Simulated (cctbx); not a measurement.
## Tl2FeI4 with cctbx, script by script

Library: cctbx 2025.11. The data are simulated by the first script.

## 1. Simulate the data

run.py:

```python
from cctbx import adptbx, crystal, miller, sgtbx, xray
from cctbx.array_family import flex
from iotbx.shelx import hklf
from scitbx import matrix
import scitbx.random

cs = crystal.symmetry(unit_cell=(7.468, 8.12, 10.09, 90, 108.74, 90), space_group_symbol='Hall: P 2yb')  # P2_1
atoms = [  # label, site, U (iso, or U11 U22 U33 U12 U13 U23 in A^2), occupancy
    ("Tl1", (0.8049, 0.2311, 0.9669), (0.0209, 0.0177, 0.0176, 0.0035, 0.0040, 0.0056), 1),
    ("Tl2", (0.7096, 0.2346, 0.4205), (0.0096, 0.0047, 0.0086, -0.0011, 0.0035, 0.0001), 1),
    ("I1", (0.0162, 0.9979, 0.2832), (0.0106, 0.0135, 0.0190, 0.0013, 0.0000, 0.0063), 1),
    ("I2", (0.99, 0.9932, 0.7311), (0.0139, 0.0437, 0.0276, 0.0102, -0.0068, -0.0046), 1),
    ("I3", (0.4208, 0.2544, 0.6423), (0.0130, 0.0114, 0.0131, -0.0022, 0.0019, -0.0003), 1),
    ("I4", (0.3797, 0.2521, 0.0562), (0.0158, 0.0498, 0.0281, 0.0173, 0.0110, 0.0081), 1),
    ("Fe1", (0.2099, 0.2389, 0.7911), (0.0173, 0.0172, 0.0178, -0.0027, 0.0050, -0.0022), 1),
]
xs = xray.structure(crystal_symmetry=cs)
for label, site, u, occ in atoms:
    u = adptbx.u_cif_as_u_star(cs.unit_cell(), u) if isinstance(u, tuple) else u
    xs.add_scatterer(xray.scatterer(label, site=site, u=u, occupancy=occ))
xs.set_inelastic_form_factors(0.71073, "sasaki")
xs.show_summary()
p1 = xs.expand_to_p1()
ms = miller.build_set(p1, anomalous_flag=True, d_min=0.77)
flex.set_random_seed(736984)
scitbx.random.set_random_seed(736984)
ms = ms.select(flex.random_double(ms.size()) < 0.9)
i = ms.structure_factors_from_scatterers(p1, algorithm="direct").f_calc().as_intensity_array().data()
i = i / flex.sqrt(1 + 0.3 * i / flex.max(i))  # extinction
i = i * 20000 / flex.max(i)
sig = flex.sqrt(i + flex.pow2(0.06 * i) + 15 ** 2)
noise = scitbx.random.variate(scitbx.random.normal_distribution())(i.size())
data = ms.array(data=i + sig * noise, sigmas=sig).set_observation_type_xray_intensity()
with open("data.hkl", "w") as f:
    data.export_as_shelx_hklf(f)
print("reflections written:", data.size(), " <I/sigma> = %.1f" % flex.mean(data.data() / data.sigmas()))
for h, a, b in list(data.sort("data"))[:12]:
    print("%4d%4d%4d %9.1f %7.1f" % (h + (a, b)))
```

```console
$ python run.py
```

```text
Number of scatterers: 7
At special positions: 0
Unit cell: (7.468, 8.12, 10.09, 90, 108.74, 90)
Space group: P 1 21 1 (No. 4)
reflections written: 4758  <I/sigma> = 9.9
   0   4   0   21628.6  1208.4
   0  -4   0   19287.1  1164.3
  -1   0   4   17821.1  1059.5
   1   0  -4   17604.7  1059.5
   2   0  -2   16343.4   950.3
  -2   0   2   13969.9   950.3
  -1   0  -2   12577.2   733.3
   1   0   2   12495.6   733.3
   1   4  -4   11730.9   658.3
  -1   4   4   11286.6   658.3
  -1  -4   4   10615.3   633.1
   0  -2  -2   10595.6   583.1
```

It took 0.27 s on 1 thread of Arm Neoverse V2, with other jobs on the host, peak memory 0.07 GiB.

## 2. Refinement (refined in the given hand)

run.py:

```python
import math
from cctbx import adptbx, crystal, maptbx, sgtbx, xray
from cctbx.array_family import flex
from cctbx.xray import observations
from iotbx.shelx import hklf
from scitbx.lstbx import normal_eqns_solving
from smtbx import absolute_structure, utils
from smtbx.refinement import constraints, least_squares

cs = crystal.symmetry(unit_cell=(7.468, 8.12, 10.09, 90, 108.74, 90), space_group_symbol='Hall: P 2yb')  # P2_1
atoms = [  # label, site, U (iso, or U11 U22 U33 U12 U13 U23 in A^2), occupancy
    ("Tl1", (0.8021, 0.2277, 0.963), 0.0200, 1),
    ("Tl2", (0.7137, 0.2363, 0.4215), 0.0200, 1),
    ("I1", (0.0184, 0.9999, 0.2799), 0.0200, 1),
    ("I2", (0.9895, 0.9926, 0.7356), 0.0200, 1),
    ("I3", (0.4253, 0.2562, 0.6426), 0.0200, 1),
    ("I4", (0.3808, 0.2533, 0.0549), 0.0200, 1),
    ("Fe1", (0.2109, 0.2392, 0.7914), 0.0200, 1),
]
xs = xray.structure(crystal_symmetry=cs)
for label, site, u, occ in atoms:
    u = adptbx.u_cif_as_u_star(cs.unit_cell(), u) if isinstance(u, tuple) else u
    xs.add_scatterer(xray.scatterer(label, site=site, u=u, occupancy=occ))
xs.set_inelastic_form_factors(0.71073, "sasaki")
xs.convert_to_anisotropic()
raw = hklf.reader(file_name="data.hkl").as_miller_arrays(crystal_symmetry=cs, anomalous=True)[0]
merged = raw.eliminate_sys_absent().merge_equivalents()
fo2 = merged.array().set_observation_type_xray_intensity()
print("Rint %.3f, %d unique reflections to %.2f A" % (merged.r_int(), fo2.size(), fo2.d_min()))
for sc in xs.scatterers():
    sc.flags.set_grad_site(True)
    sc.flags.set_grad_u_aniso(sc.flags.use_u_aniso())
    sc.flags.set_grad_u_iso(sc.flags.use_u_iso())
obs = fo2.as_xray_observations()
extra = {}
rep = constraints.reparametrisation(xs, [], utils.connectivity_table(xs), **extra)
ls = least_squares.crystallographic_ls(obs, rep, weighting_scheme=least_squares.mainstream_shelx_weighting(a=0, b=0))
print("cycle     R1     wR2    GooF  max shift (A)")
for cycle in range(8):
    ls.build_up()
    r1, wr2, goof = ls.r1_factor(cutoff_factor=2)[0], ls.wR2(), ls.goof()
    old = xs.sites_cart()
    normal_eqns_solving.levenberg_marquardt_iterations(ls, n_max_iterations=3, tau=1e-06, step_threshold=1e-7)
    big = flex.max((xs.sites_cart() - old).norms())
    print("%4d %7.4f %7.4f %7.3f %9.5f" % (cycle + 1, r1, wr2, goof, big))
    ls.build_up(objective_only=True)
    if abs(ls.wR2() - wr2) < 5e-5 and big < 5e-4:
        break
ls.build_up()
print("final R1 %.4f wR2 %.4f GooF %.3f  parameters %d  data/parameter %.1f" % (ls.r1_factor(cutoff_factor=2)[0], ls.wR2(), ls.goof(), ls.n_parameters, fo2.size() / ls.n_parameters))
cov = ls.covariance_matrix_and_annotations()
su = dict(zip(cov.annotations, (math.sqrt(max(v, 0)) for v in cov.matrix.matrix_packed_u_diagonal())))
a2 = cs.unit_cell().reciprocal_parameters()[0] ** -2
print("atom        x        y        z      Ueq    occ   su(xyz)  su(Uiso or U11)")
for sc in xs.scatterers():
    s = max(su.get(sc.label + k, 0) for k in (".x", ".y", ".z"))
    npd = "" if sc.is_positive_definite_u(cs.unit_cell()) else "  NPD"
    print("%-5s %8.5f %8.5f %8.5f %8.4f %6.3f %8.5f %7.4f%s" % ((sc.label,) + sc.site + (sc.u_iso_or_equiv(cs.unit_cell()), sc.occupancy, s, su.get(sc.label + ".uiso", su.get(sc.label + ".u11", 0) * a2), npd)))
fc = fo2.structure_factors_from_scatterers(xs, algorithm="direct").f_calc()
absolute_structure.flack_analysis(xs, fo2.as_xray_observations()).show()
h = absolute_structure.hooft_analysis(fo2, fc, scale_factor=ls.scale_factor())
print("Hooft y: %.3f(%.0f)  Bijvoet pairs: %d" % (h.hooft_y, 1000 * h.sigma_y, h.n_bijvoet_pairs))
fo = fo2.f_sq_as_f()
fc = fo.structure_factors_from_scatterers(xs, algorithm="direct").f_calc()
diff = fo.f_obs_minus_f_calc(1 / math.sqrt(ls.scale_factor()), fc).average_bijvoet_mates()
m = diff.fft_map(symmetry_flags=maptbx.use_space_group_symmetry, resolution_factor=0.25).apply_volume_scaling()
print("difference map: max %.2f min %.2f rms %.2f" % (m.statistics().max(), m.statistics().min(), m.statistics().sigma()))
peaks = m.peak_search(parameters=maptbx.peak_search_parameters(min_distance_sym_equiv=0.6, max_clusters=6)).all()
near = xs.closest_distances(peaks.sites(), distance_cutoff=4)
sps = cs.special_position_settings(min_distance_sym_equiv=0.5)
for k, (x, h) in enumerate(zip(peaks.sites(), peaks.heights())):
    ss = sps.site_symmetry(x)
    print("Q%-3d %7.4f %7.4f %7.4f %4d %7.2f  %.2f A from %s" % ((k + 1,) + tuple(t % 1 for t in ss.exact_site()) + (ss.multiplicity(), h, near.smallest_distances[k], xs.scatterers()[near.i_seqs[k]].label)))
```

```console
$ python run.py
```

```text
Rint 0.041, 2629 unique reflections to 0.77 A
cycle     R1     wR2    GooF  max shift (A)
   1  0.1539  0.3762   5.270   0.04728
   2  0.0268  0.0657   0.921   0.00070
   3  0.0268  0.0657   0.921   0.00007
final R1 0.0268 wR2 0.0657 GooF 0.921  parameters 63  data/parameter 41.7
atom        x        y        z      Ueq    occ   su(xyz)  su(Uiso or U11)
Tl1    0.80484  0.23115  0.96691   0.0190  1.000  0.00007  0.0002
Tl2    0.70955  0.23459  0.42050   0.0071  1.000  0.00006  0.0001
I1     0.01609  0.99784  0.28326   0.0151  1.000  0.00013  0.0004
I2     0.99012  0.99336  0.73120   0.0314  1.000  0.00017  0.0005
I3     0.42090  0.25455  0.64227   0.0125  1.000  0.00011  0.0003
I4     0.37953  0.25220  0.05623   0.0302  1.000  0.00017  0.0003
Fe1    0.20977  0.23910  0.79082   0.0169  1.000  0.00034  0.0006
Flack x: -0.002(8)
Hooft y: -0.001(9)  Bijvoet pairs: 1204
difference map: max 1.34 min -1.37 rms 0.33
Q1    0.3749  0.4215  0.3649    2    1.37  2.65 A from I2
Q2    0.0470  0.2251  0.0423    2    1.32  1.72 A from Tl1
Q3    0.0772  0.0532  0.5953    2    1.28  1.76 A from I2
Q4    0.4795  0.7460  0.9407    2    1.21  1.04 A from I4
Q5    0.1307  0.2764  0.9716    2    1.19  1.79 A from I4
Q6    0.3363  0.2250  0.8027    2    1.19  0.92 A from Fe1
```

Time: 0.54 s.

## 3. Refinement

run.py, as its changes from the last script of this kind:

```diff
@@ -12,7 +12,7 @@
-    ("Tl1", (0.8021, 0.2277, 0.963), 0.0200, 1),
-    ("Tl2", (0.7137, 0.2363, 0.4215), 0.0200, 1),
-    ("I1", (0.0184, 0.9999, 0.2799), 0.0200, 1),
-    ("I2", (0.9895, 0.9926, 0.7356), 0.0200, 1),
-    ("I3", (0.4253, 0.2562, 0.6426), 0.0200, 1),
-    ("I4", (0.3808, 0.2533, 0.0549), 0.0200, 1),
-    ("Fe1", (0.2109, 0.2392, 0.7914), 0.0200, 1),
+    ("Tl1", (0.19516, 0.76885, 0.03309), 0.0190, 1),
+    ("Tl2", (0.29045, 0.76541, 0.5795), 0.0071, 1),
+    ("I1", (0.98391, 0.00216, 0.71674), 0.0151, 1),
+    ("I2", (0.00988, 0.00664, 0.2688), 0.0314, 1),
+    ("I3", (0.5791, 0.74545, 0.35773), 0.0125, 1),
+    ("I4", (0.62047, 0.7478, 0.94377), 0.0302, 1),
+    ("Fe1", (0.79023, 0.7609, 0.20918), 0.0169, 1),
```

```console
$ python run.py
```

```text
Rint 0.041, 2629 unique reflections to 0.77 A
cycle     R1     wR2    GooF  max shift (A)
   1  0.0853  0.2321   3.251   0.02811
   2  0.0566  0.1647   2.308   0.00115
   3  0.0567  0.1647   2.308   0.00016
final R1 0.0567 wR2 0.1647 GooF 2.308  parameters 63  data/parameter 41.7
atom        x        y        z      Ueq    occ   su(xyz)  su(Uiso or U11)
Tl1    0.19513  0.76689  0.03307   0.0193  1.000  0.00020  0.0005
Tl2    0.29047  0.76377  0.57948   0.0071  1.000  0.00017  0.0004
I1     0.98470  0.00397  0.71788   0.0170  1.000  0.00038  0.0013
I2     0.01070  0.00957  0.27056   0.0312  1.000  0.00044  0.0014
I3     0.57886  0.74742  0.35766   0.0141  1.000  0.00035  0.0007
I4     0.62047  0.74947  0.94376   0.0306  1.000  0.00049  0.0008
Fe1    0.79012  0.76100  0.20892   0.0160  1.000  0.00092  0.0016
Flack x: 0.983(13)
Hooft y: 1.132(12)  Bijvoet pairs: 1204
difference map: max 2.72 min -3.51 rms 0.54
Q1    0.2858  0.7742  0.5831    2    2.90  0.10 A from Tl2
Q2    0.2017  0.7811  0.0398    2    2.81  0.14 A from Tl1
Q3    0.9974  0.1007  0.7258    2    2.22  0.79 A from I1
Q4    0.5095  0.3298  0.1572    2    1.99  1.33 A from I4
Q5    0.4911  0.3019  0.8753    2    1.90  2.02 A from Fe1
Q6    0.1875  0.9936  0.5317    2    1.80  2.02 A from Tl2
```

Time: 0.54 s.

This run holds a fault made on purpose: the structure inverted.

## 4. Simulate the data

run.py, as its changes from the last script of this kind:

```diff
@@ -21 +21 @@
-xs.set_inelastic_form_factors(0.71073, "sasaki")
+xs.set_inelastic_form_factors(1.54184, "sasaki")
@@ -24,3 +24,3 @@
-ms = miller.build_set(p1, anomalous_flag=True, d_min=0.77)
-flex.set_random_seed(736984)
-scitbx.random.set_random_seed(736984)
+ms = miller.build_set(p1, anomalous_flag=True, d_min=0.83)
+flex.set_random_seed(781683)
+scitbx.random.set_random_seed(781683)
@@ -29 +29 @@
-i = i / flex.sqrt(1 + 0.3 * i / flex.max(i))  # extinction
+i = i / flex.sqrt(1 + 0.1 * i / flex.max(i))  # extinction
@@ -31 +31 @@
-sig = flex.sqrt(i + flex.pow2(0.06 * i) + 15 ** 2)
+sig = flex.sqrt(i + flex.pow2(0.02 * i) + 15 ** 2)
```

```console
$ python run.py
```

```text
Number of scatterers: 7
At special positions: 0
Unit cell: (7.468, 8.12, 10.09, 90, 108.74, 90)
Space group: P 1 21 1 (No. 4)
reflections written: 3816  <I/sigma> = 16.2
   0  -4   0   19574.5   424.5
   0   4   0   18952.2   418.7
   1   0  -4   17812.9   373.8
  -1   0   4   16959.0   373.8
   2   0  -2   16081.0   342.5
   1   0   2   12127.4   265.5
  -1  -4   4   10865.1   231.2
   1  -4  -4   10320.6   231.2
  -1   4   4   10135.2   227.9
   0   2  -2    9776.6   214.1
   1  -2  -2    9758.1   217.2
   1   2  -2    9588.5   215.9
```

Time: 0.27 s.

## 5. Refinement (refined in the given hand)

run.py, as its changes from the last script of this kind:

```diff
@@ -12,7 +12,7 @@
-    ("Tl1", (0.19516, 0.76885, 0.03309), 0.0190, 1),
-    ("Tl2", (0.29045, 0.76541, 0.5795), 0.0071, 1),
-    ("I1", (0.98391, 0.00216, 0.71674), 0.0151, 1),
-    ("I2", (0.00988, 0.00664, 0.2688), 0.0314, 1),
-    ("I3", (0.5791, 0.74545, 0.35773), 0.0125, 1),
-    ("I4", (0.62047, 0.7478, 0.94377), 0.0302, 1),
-    ("Fe1", (0.79023, 0.7609, 0.20918), 0.0169, 1),
+    ("Tl1", (0.8025, 0.2283, 0.9667), 0.0200, 1),
+    ("Tl2", (0.7052, 0.2316, 0.4188), 0.0200, 1),
+    ("I1", (0.0174, 0.9994, 0.2862), 0.0200, 1),
+    ("I2", (0.9895, 0.992, 0.731), 0.0200, 1),
+    ("I3", (0.4207, 0.2533, 0.6424), 0.0200, 1),
+    ("I4", (0.3797, 0.2566, 0.0571), 0.0200, 1),
+    ("Fe1", (0.2107, 0.2353, 0.7922), 0.0200, 1),
@@ -24 +24 @@
-xs.set_inelastic_form_factors(0.71073, "sasaki")
+xs.set_inelastic_form_factors(1.54184, "sasaki")
```

```console
$ python run.py
```

```text
Rint 0.025, 2088 unique reflections to 0.83 A
cycle     R1     wR2    GooF  max shift (A)
   1  0.1185  0.2409   6.020   0.04457
   2  0.0189  0.0380   0.951   0.00334
   3  0.0189  0.0380   0.949   0.00085
   4  0.0189  0.0380   0.949   0.00022
final R1 0.0189 wR2 0.0380 GooF 0.949  parameters 63  data/parameter 33.1
atom        x        y        z      Ueq    occ   su(xyz)  su(Uiso or U11)
Tl1    0.80494  0.22995  0.96690   0.0191  1.000  0.00007  0.0002
Tl2    0.70957  0.23339  0.42053   0.0073  1.000  0.00006  0.0001
I1     0.01616  0.99675  0.28325   0.0158  1.000  0.00013  0.0005
I2     0.99007  0.99186  0.73116   0.0315  1.000  0.00016  0.0005
I3     0.42087  0.25323  0.64226   0.0127  1.000  0.00010  0.0002
I4     0.37976  0.25096  0.05624   0.0301  1.000  0.00016  0.0003
Fe1    0.20961  0.23721  0.79112   0.0171  1.000  0.00033  0.0006
Flack x: 0.014(19)
Hooft y: 0.012(19)  Bijvoet pairs: 954
difference map: max 1.01 min -0.96 rms 0.24
Q1    0.2225  0.5676  0.5425    2    1.04  1.45 A from Tl2
Q2    0.2264  0.8299  0.9422    2    0.98  1.30 A from Tl1
Q3    0.2718  0.0965  0.6539    2    0.96  1.72 A from I3
Q4    0.4540  0.1354  0.7273    2    0.88  1.26 A from I3
Q5    0.0124  0.4009  0.9300    2    0.88  2.20 A from Tl1
Q6    0.1067  0.8297  0.8380    2    0.87  1.75 A from I2
```

Time: 0.56 s.

## 6. Simulate the data

run.py, as its changes from the last script of this kind:

```diff
@@ -24,3 +24,3 @@
-ms = miller.build_set(p1, anomalous_flag=True, d_min=0.83)
-flex.set_random_seed(781683)
-scitbx.random.set_random_seed(781683)
+ms = miller.build_set(p1, anomalous_flag=True, d_min=0.8)
+flex.set_random_seed(760256)
+scitbx.random.set_random_seed(760256)
@@ -28,0 +29,4 @@
+law = matrix.sqr((-1, 0, 0, 0, -1, 0, 0, 0, -1))
+mate = flex.miller_index([tuple(matrix.row(h) * law) for h in ms.indices()])
+i2 = ms.customized_copy(indices=mate).structure_factors_from_scatterers(p1, algorithm="direct").f_calc().as_intensity_array().data()
+i = (1 - 0.5) * i + 0.5 * i2
@@ -31 +35 @@
-sig = flex.sqrt(i + flex.pow2(0.02 * i) + 15 ** 2)
+sig = flex.sqrt(i + flex.pow2(0.04 * i) + 2 ** 2)
```

```console
$ python run.py
```

```text
Number of scatterers: 7
At special positions: 0
Unit cell: (7.468, 8.12, 10.09, 90, 108.74, 90)
Space group: P 1 21 1 (No. 4)
reflections written: 4277  <I/sigma> = 14.3
   0   4   0   21470.8   812.4
   0  -4   0   21081.1   812.4
   1   0  -4   17776.7   716.3
  -1   0   4   17208.7   716.3
  -2   0   2   15663.7   653.3
   1   0   2   11652.6   498.5
  -1   0  -2   11209.3   498.5
  -1   4   4   10911.6   426.2
  -1  -4   4   10883.2   426.2
   1   4  -4   10246.0   426.2
  -1  -2   2    9952.4   400.2
  -1   2   2    9848.5   400.2
```

It took 0.28 s on 1 thread of Arm Neoverse V2, with other jobs on the host, peak memory 0.07 GiB.

[Logs are printed without paths, hosts, clocks, repeated set-up lines and the standing remarks that a program may print on its own settings, such as how far it seeks lower states.]
